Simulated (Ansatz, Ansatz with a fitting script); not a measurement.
An input for Ansatz 0.2.0 (Diamond (Fd-3m, 2 atoms a cell)):

```yaml
crystal:
  lattice:
    - [0.0, 1.77887708, 1.77887708]
    - [1.77887708, 0.0, 1.77887708]
    - [1.77887708, 1.77887708, 0.0]
  atoms:
    - { symbol: C, position: [0.0, 0.0, 0.0] }
    - { symbol: C, position: [0.25, 0.25, 0.25] }
kpoints:
  mp_grid: { grid: [8, 8, 8] }
hamiltonian:
  xc: lda
  pseudopotentials: { kind: paw, source: ansatz, frozen_core: stored }
scf:
  occupations: { method: fixed }
  lower_state_search: "off"
  convergence: { dr2_threshold: 1.0e-09 }
output:
  embedding: [{ level: hf }]
basis:
  ecutwfc: 1000
```

```sh
ansatz run input.yaml --threads 4 --pin off --max-ram 18432MiB --backend cpu --events-out ev --progress --plain --runs-dir out
```

**Question.** Estimate wall time and host memory on 4 threads of Arm Neoverse V1, shared host.

It took 21 s; on shared hardware allow 10 s to 42 s. Peak host memory was 1.4 GiB.

[Paths, hosts, dates, memory and timing lines, banners, echoed tables and standing remarks are left out of the program output.]

[Logs are printed without paths, hosts, clocks, repeated set-up lines and the standing remarks that a program may print on its own settings, such as how far it seeks lower states.]

[Runs of the session that timed out or met a known fault of the program may be left out.]

[Hosts, paths, dates, database ids (printed as entryN), source tags and the programs' standing remarks are cut or masked in the printed files.]
